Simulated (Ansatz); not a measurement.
In doubt: masses and optical values from hybrid runs of this build are listed as unsure, which bears on the screening that GW takes from such a start.

Rows from a G0W0 calculation on KF (Carobbiite) (Ansatz 0.2.0; G0W0 on HSE06, plane waves, PAW; PAW set soft_1; 6×6×6 mesh, 113 empty bands, screening to 120 eV, PAW set soft_1 files), in eV. Spin-orbit coupling is left out.

| row | Σx | Σc | Vxc | Z |
| --- | --- | --- | --- | --- |
| A | -4.93 | -3.06 | -9.90 | 0.91 |
| B | -4.61 | -2.72 | -8.25 | 0.91 |
| C | -30.83 | 4.65 | -24.83 | 0.82 |

**Question.** Which rows are filled states and which are empty ones, and how can one tell?

Filled: C. Empty: A and B. The sign of Σc tells: for a filled state bare exchange, which holds its interaction with itself, lies below Vxc (Σx − Vxc is -6.0 eV or lower here) and screening gives part back as a positive Σc. For an empty state Σx lies above Vxc (+3.6 eV or more) and the Coulomb hole leaves Σc negative.

[Runs of the session that timed out or met a known fault of the program may be left out.]

[Cells called generated may have been cut or substituted from an entry of the Crystallography Open Database or the Materials Project.]

[Hosts, paths, dates, database ids (printed as entryN), source tags and the programs' standing remarks are cut or masked in the printed files.]
